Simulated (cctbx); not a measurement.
# HoSeI with cctbx, script by script

Library: cctbx 2025.11. The data are simulated by the first script.

## 1. Simulate the data

run.py:

```python
from cctbx import adptbx, crystal, miller, sgtbx, xray
from cctbx.array_family import flex
from iotbx.shelx import hklf
from scitbx import matrix
import scitbx.random

cs = crystal.symmetry(unit_cell=(4.612, 4.612, 33.511, 90, 90, 120), space_group_symbol='Hall: -R 3 2"')  # R-3m
atoms = [  # label, site, U (iso, or U11 U22 U33 U12 U13 U23 in A^2), occupancy
    ("Ho1", (2/3, 1/3, 0.9433), 0.0069, 1),
    ("I1", (0, 0, 0.8831), 0.0091, 1),
    ("Se1", (0, 0, 0.6986), 0.0097, 1),
]
xs = xray.structure(crystal_symmetry=cs)
for label, site, u, occ in atoms:
    u = adptbx.u_cif_as_u_star(cs.unit_cell(), u) if isinstance(u, tuple) else u
    xs.add_scatterer(xray.scatterer(label, site=site, u=u, occupancy=occ))
xs.set_inelastic_form_factors(0.71073, "sasaki")
xs.show_summary()
p1 = xs.expand_to_p1()
ms = miller.build_set(p1, anomalous_flag=True, d_min=0.65)
flex.set_random_seed(776674)
scitbx.random.set_random_seed(776674)
ms = ms.select(flex.random_double(ms.size()) < 0.7)
i = ms.structure_factors_from_scatterers(p1, algorithm="direct").f_calc().as_intensity_array().data()
i = i * 40000 / flex.max(i)
sig = flex.sqrt(i + flex.pow2(0.015 * i) + 2 ** 2)
noise = scitbx.random.variate(scitbx.random.normal_distribution())(i.size())
data = ms.array(data=i + sig * noise, sigmas=sig).set_observation_type_xray_intensity()
with open("data.hkl", "w") as f:
    data.export_as_shelx_hklf(f)
print("reflections written:", data.size(), " <I/sigma> = %.1f" % flex.mean(data.data() / data.sigmas()))
for h, a, b in list(data.sort("data"))[:12]:
    print("%4d%4d%4d %9.1f %7.1f" % (h + (a, b)))
```

```console
$ python run.py
```

```text
Number of scatterers: 3
At special positions: 3
Unit cell: (4.612, 4.612, 33.511, 90, 90, 120)
Space group: R -3 m :H (No. 166)
reflections written: 6606  <I/sigma> = 9.7
   1   1   0   40926.2   632.5
  -2   1   0   40386.6   632.5
   2  -1   0   39974.2   632.5
  -1   2   0   39868.3   632.5
   1  -2   0   39849.7   632.5
  -1  -1   0   39036.7   632.5
   1  -1  -4   24818.7   392.7
  -1   1   4   24250.3   392.7
  -1   0 -10   24243.5   387.5
   0  -1  10   24207.2   387.5
   1   0   4   24100.5   392.7
   0   1  -4   24010.6   392.7
```

It took 0.25 s on 1 thread of Arm Neoverse V2, with other jobs on the host, peak memory 0.07 GiB.

## 2. Refinement (right model, isotropic)

run.py:

```python
import math
from cctbx import adptbx, crystal, maptbx, sgtbx, xray
from cctbx.array_family import flex
from cctbx.xray import observations
from iotbx.shelx import hklf
from scitbx.lstbx import normal_eqns_solving
from smtbx import absolute_structure, utils
from smtbx.refinement import constraints, least_squares

cs = crystal.symmetry(unit_cell=(4.612, 4.612, 33.511, 90, 90, 120), space_group_symbol='Hall: -R 3 2"')  # R-3m
atoms = [  # label, site, U (iso, or U11 U22 U33 U12 U13 U23 in A^2), occupancy
    ("Ho1", (2/3, 1/3, 0.9416), 0.0200, 1),
    ("I1", (0, 0, 0.8828), 0.0200, 1),
    ("Se1", (0, 0, 0.6993), 0.0200, 1),
]
xs = xray.structure(crystal_symmetry=cs)
for label, site, u, occ in atoms:
    u = adptbx.u_cif_as_u_star(cs.unit_cell(), u) if isinstance(u, tuple) else u
    xs.add_scatterer(xray.scatterer(label, site=site, u=u, occupancy=occ))
xs.set_inelastic_form_factors(0.71073, "sasaki")
raw = hklf.reader(file_name="data.hkl").as_miller_arrays(crystal_symmetry=cs, anomalous=True)[0]
merged = raw.eliminate_sys_absent().merge_equivalents()
fo2 = merged.array().set_observation_type_xray_intensity()
print("Rint %.3f, %d unique reflections to %.2f A" % (merged.r_int(), fo2.size(), fo2.d_min()))
for sc in xs.scatterers():
    sc.flags.set_grad_site(True)
    sc.flags.set_grad_u_aniso(sc.flags.use_u_aniso())
    sc.flags.set_grad_u_iso(sc.flags.use_u_iso())
obs = fo2.as_xray_observations()
extra = {}
rep = constraints.reparametrisation(xs, [], utils.connectivity_table(xs), **extra)
ls = least_squares.crystallographic_ls(obs, rep, weighting_scheme=least_squares.mainstream_shelx_weighting(a=0, b=0))
print("cycle     R1     wR2    GooF  max shift (A)")
for cycle in range(8):
    ls.build_up()
    r1, wr2, goof = ls.r1_factor(cutoff_factor=2)[0], ls.wR2(), ls.goof()
    old = xs.sites_cart()
    normal_eqns_solving.levenberg_marquardt_iterations(ls, n_max_iterations=3, tau=1e-06, step_threshold=1e-7)
    big = flex.max((xs.sites_cart() - old).norms())
    print("%4d %7.4f %7.4f %7.3f %9.5f" % (cycle + 1, r1, wr2, goof, big))
    ls.build_up(objective_only=True)
    if abs(ls.wR2() - wr2) < 5e-5 and big < 5e-4:
        break
ls.build_up()
print("final R1 %.4f wR2 %.4f GooF %.3f  parameters %d  data/parameter %.1f" % (ls.r1_factor(cutoff_factor=2)[0], ls.wR2(), ls.goof(), ls.n_parameters, fo2.size() / ls.n_parameters))
cov = ls.covariance_matrix_and_annotations()
su = dict(zip(cov.annotations, (math.sqrt(max(v, 0)) for v in cov.matrix.matrix_packed_u_diagonal())))
a2 = cs.unit_cell().reciprocal_parameters()[0] ** -2
print("atom        x        y        z      Ueq    occ   su(xyz)  su(Uiso or U11)")
for sc in xs.scatterers():
    s = max(su.get(sc.label + k, 0) for k in (".x", ".y", ".z"))
    npd = "" if sc.is_positive_definite_u(cs.unit_cell()) else "  NPD"
    print("%-5s %8.5f %8.5f %8.5f %8.4f %6.3f %8.5f %7.4f%s" % ((sc.label,) + sc.site + (sc.u_iso_or_equiv(cs.unit_cell()), sc.occupancy, s, su.get(sc.label + ".uiso", su.get(sc.label + ".u11", 0) * a2), npd)))
fo = fo2.f_sq_as_f()
fc = fo.structure_factors_from_scatterers(xs, algorithm="direct").f_calc()
diff = fo.f_obs_minus_f_calc(1 / math.sqrt(ls.scale_factor()), fc).average_bijvoet_mates()
m = diff.fft_map(symmetry_flags=maptbx.use_space_group_symmetry, resolution_factor=0.25).apply_volume_scaling()
print("difference map: max %.2f min %.2f rms %.2f" % (m.statistics().max(), m.statistics().min(), m.statistics().sigma()))
peaks = m.peak_search(parameters=maptbx.peak_search_parameters(min_distance_sym_equiv=0.6, max_clusters=6)).all()
near = xs.closest_distances(peaks.sites(), distance_cutoff=4)
sps = cs.special_position_settings(min_distance_sym_equiv=0.5)
for k, (x, h) in enumerate(zip(peaks.sites(), peaks.heights())):
    ss = sps.site_symmetry(x)
    print("Q%-3d %7.4f %7.4f %7.4f %4d %7.2f  %.2f A from %s" % ((k + 1,) + tuple(t % 1 for t in ss.exact_site()) + (ss.multiplicity(), h, near.smallest_distances[k], xs.scatterers()[near.i_seqs[k]].label)))
```

```console
$ python run.py
```

```text
Rint 0.017, 349 unique reflections to 0.65 A
cycle     R1     wR2    GooF  max shift (A)
   1  0.2193  0.4661  36.426   0.05695
   2  0.0054  0.0122   0.955   0.00000
final R1 0.0054 wR2 0.0122 GooF 0.955  parameters 6  data/parameter 58.2
atom        x        y        z      Ueq    occ   su(xyz)  su(Uiso or U11)
Ho1    0.66667  0.33333  0.94330   0.0069  1.000  0.00000  0.0000
I1     0.00000  0.00000  0.88309   0.0091  1.000  0.00000  0.0000
Se1    0.00000  0.00000  0.69860   0.0097  1.000  0.00001  0.0000
difference map: max 0.35 min -0.41 rms 0.08
Q1    0.0029  0.5015  0.3620   18    0.36  1.32 A from Se1
Q2    0.0637  0.5318  0.6820   18    0.36  2.11 A from Ho1
Q3    0.0000  0.0000  0.0128    6    0.34  2.74 A from Se1
Q4    0.0000  0.0000  0.4238    6    0.31  1.13 A from Ho1
Q5    0.0000  0.0000  0.1545    6    0.29  1.26 A from I1
Q6    0.0943  0.1885  0.1387   18    0.28  1.05 A from I1
```

Time: 0.37 s.

## 3. Refinement (right model, anisotropic)

run.py, as its changes from the last script of this kind:

```diff
@@ -12,3 +12,3 @@
-    ("Ho1", (2/3, 1/3, 0.9416), 0.0200, 1),
-    ("I1", (0, 0, 0.8828), 0.0200, 1),
-    ("Se1", (0, 0, 0.6993), 0.0200, 1),
+    ("Ho1", (2/3, 1/3, 0.9433), 0.0069, 1),
+    ("I1", (0, 0, 0.88309), 0.0091, 1),
+    ("Se1", (0, 0, 0.6986), 0.0097, 1),
@@ -20,0 +21 @@
+xs.convert_to_anisotropic()
```

```console
$ python run.py
```

```text
Rint 0.017, 349 unique reflections to 0.65 A
cycle     R1     wR2    GooF  max shift (A)
   1  0.0054  0.0123   0.969   0.00017
   2  0.0054  0.0122   0.959   0.00000
final R1 0.0054 wR2 0.0122 GooF 0.959  parameters 9  data/parameter 38.8
atom        x        y        z      Ueq    occ   su(xyz)  su(Uiso or U11)
Ho1    0.66667  0.33333  0.94330   0.0069  1.000  0.00000  0.0000
I1     0.00000  0.00000  0.88309   0.0091  1.000  0.00000  0.0000
Se1    0.00000  0.00000  0.69860   0.0097  1.000  0.00001  0.0001
difference map: max 0.36 min -0.41 rms 0.08
Q1    0.0035  0.5017  0.3619   18    0.36  1.32 A from Se1
Q2    0.0638  0.5319  0.6820   18    0.36  2.11 A from Ho1
Q3    0.0000  0.0000  0.0128    6    0.34  2.74 A from Se1
Q4    0.0000  0.0000  0.4236    6    0.30  1.12 A from Ho1
Q5    0.0000  0.0000  0.1545    6    0.29  1.26 A from I1
Q6    0.1099  0.2199  0.1027   18    0.28  1.00 A from I1
```

Time: 0.38 s.

## 4. Refinement

run.py, as its changes from the last script of this kind:

```diff
@@ -12,3 +12,3 @@
-    ("Ho1", (2/3, 1/3, 0.9433), 0.0069, 1),
-    ("I1", (0, 0, 0.88309), 0.0091, 1),
-    ("Se1", (0, 0, 0.6986), 0.0097, 1),
+    ("Ho1", (2/3, 1/3, 0.9233), 0.0200, 1),
+    ("I1", (0, 0, 0.8846), 0.0200, 1),
+    ("Se1", (0, 0, 0.711), 0.0200, 1),
@@ -21 +20,0 @@
-xs.convert_to_anisotropic()
@@ -35 +34 @@
-for cycle in range(8):
+for cycle in range(10):
@@ -39 +38 @@
-    normal_eqns_solving.levenberg_marquardt_iterations(ls, n_max_iterations=3, tau=1e-06, step_threshold=1e-7)
+    normal_eqns_solving.levenberg_marquardt_iterations(ls, n_max_iterations=3, tau=0.0001, step_threshold=1e-7)
```

```console
$ python run.py
```

```text
Rint 0.017, 349 unique reflections to 0.65 A
cycle     R1     wR2    GooF  max shift (A)
   1  0.7759  0.9423  73.644   0.52309
   2  0.6296  0.8598  67.195   0.06401
   3  0.6254  0.8553  66.846   0.06090
   4  0.6042  0.8488  66.333   0.08517
   5  0.5779  0.8353  65.281   0.03854
   6  0.5722  0.8322  65.041   0.00447
   7  0.5720  0.8322  65.038   0.00058
   8  0.5720  0.8322  65.038   0.00006
final R1 0.5720 wR2 0.8322 GooF 65.038  parameters 6  data/parameter 58.2
atom        x        y        z      Ueq    occ   su(xyz)  su(Uiso or U11)
Ho1    0.66667  0.33333  0.92567   0.0022  1.000  0.00040  0.0034
I1     0.00000  0.00000  0.89918   0.0063  1.000  0.00071  0.0040
Se1    0.00000  0.00000  0.72881   0.0143  1.000  0.00143  0.0067
difference map: max 392.44 min -125.34 rms 20.96
Q1    0.0000  0.0000  0.4066    6  394.48  0.03 A from Ho1
Q2    0.0000  0.0000  0.3202    6  351.94  1.64 A from Se1
Q3    0.0000  0.0000  0.0994    6  257.06  0.05 A from I1
Q4    0.0000  0.0000  0.3753    6  213.11  1.08 A from Ho1
Q5    0.0000  0.0000  0.5000    3  173.42  3.09 A from Ho1
Q6    0.0000  0.0000  0.1725    6  164.75  2.40 A from I1
```

Time: 0.73 s.

This run holds a fault made on purpose: start far from the minimum.

## 5. Refinement

run.py, as its changes from the last script of this kind:

```diff
@@ -12,3 +12,2 @@
-    ("Ho1", (2/3, 1/3, 0.9233), 0.0200, 1),
-    ("I1", (0, 0, 0.8846), 0.0200, 1),
-    ("Se1", (0, 0, 0.711), 0.0200, 1),
+    ("Ho1", (2/3, 1/3, 0.9433), 0.0069, 1),
+    ("I1", (0, 0, 0.88309), 0.0091, 1),
@@ -20,0 +20 @@
+xs.convert_to_anisotropic()
@@ -34 +34 @@
-for cycle in range(10):
+for cycle in range(12):
@@ -38 +38 @@
-    normal_eqns_solving.levenberg_marquardt_iterations(ls, n_max_iterations=3, tau=0.0001, step_threshold=1e-7)
+    normal_eqns_solving.levenberg_marquardt_iterations(ls, n_max_iterations=3, tau=1e-06, step_threshold=1e-7)
```

```console
$ python run.py
```

```text
Rint 0.017, 349 unique reflections to 0.65 A
cycle     R1     wR2    GooF  max shift (A)
   1  0.4320  0.7438  58.130   0.03794
   2  0.4120  0.6768  52.894   0.00267
   3  0.4136  0.6766  52.880   0.00022
final R1 0.4137 wR2 0.6766 GooF 52.879  parameters 6  data/parameter 58.2
atom        x        y        z      Ueq    occ   su(xyz)  su(Uiso or U11)
Ho1    0.66667  0.33333  0.94452   0.0109  1.000  0.00024  0.0025
I1     0.00000  0.00000  0.88420   0.0069  1.000  0.00030  0.0027
difference map: max 180.08 min -58.55 rms 7.71
Q1    0.0000  0.0000  0.3018    6  181.34  2.78 A from Ho1
Q2    0.0000  0.0000  0.3917    6  152.39  0.10 A from Ho1
Q3    0.0000  0.0000  0.1208    6   82.88  0.17 A from I1
Q4    0.0000  0.0000  0.4261    6   40.38  1.25 A from Ho1
Q5    0.0000  0.0000  0.0262    6   33.71  2.84 A from Ho1
Q6    0.0000  0.0000  0.1756    6   29.38  2.00 A from I1
```

Time: 0.46 s.

This run holds a fault made on purpose: atom left out: Se1.

## 6. Refinement

run.py, as its changes from the last script of this kind:

```diff
@@ -13,0 +14 @@
+    ("Se1", (0, 0, 0.6986), 0.0097, 1),
@@ -19 +20 @@
-xs.set_inelastic_form_factors(0.71073, "sasaki")
+xs.set_inelastic_form_factors(1.54184, "sasaki")
```

```console
$ python run.py
```

```text
Rint 0.017, 349 unique reflections to 0.65 A
cycle     R1     wR2    GooF  max shift (A)
   1  0.4015  0.7555  59.307   0.00307
   2  0.0747  0.2385  18.723   0.00017
   3  0.0733  0.2375  18.640   0.00000
final R1 0.0734 wR2 0.2375 GooF 18.640  parameters 9  data/parameter 38.8
atom        x        y        z      Ueq    occ   su(xyz)  su(Uiso or U11)
Ho1    0.66667  0.33333  0.94332  -0.0086  1.000  0.00005  0.0006  NPD
I1     0.00000  0.00000  0.88304   0.0139  1.000  0.00008  0.0008
Se1    0.00000  0.00000  0.69851   0.0114  1.000  0.00013  0.0011
difference map: max 19.71 min -5.35 rms 1.17
Q1    0.0000  0.0000  0.3911    6   19.88  0.04 A from Ho1
Q2    0.0000  0.0000  0.2980    6    3.50  0.12 A from Se1
Q3    0.0000  0.0000  0.4265    6    1.72  1.22 A from Ho1
Q4    0.0741  0.5370  0.0378   18    1.31  1.21 A from Ho1
Q5    0.0000  0.0000  0.1441    6    1.21  0.91 A from I1
Q6    0.1162  0.2325  0.1117   18    1.09  0.95 A from I1
```

Run time: 0.45 s on 1 thread of Arm Neoverse V2, on a shared host, peak memory 0.09 GiB.

This run holds a fault made on purpose: dispersion terms of the wrong wavelength.

[Logs are printed without paths, hosts, clocks, repeated set-up lines and the standing remarks that a program may print on its own settings, such as how far it seeks lower states.]
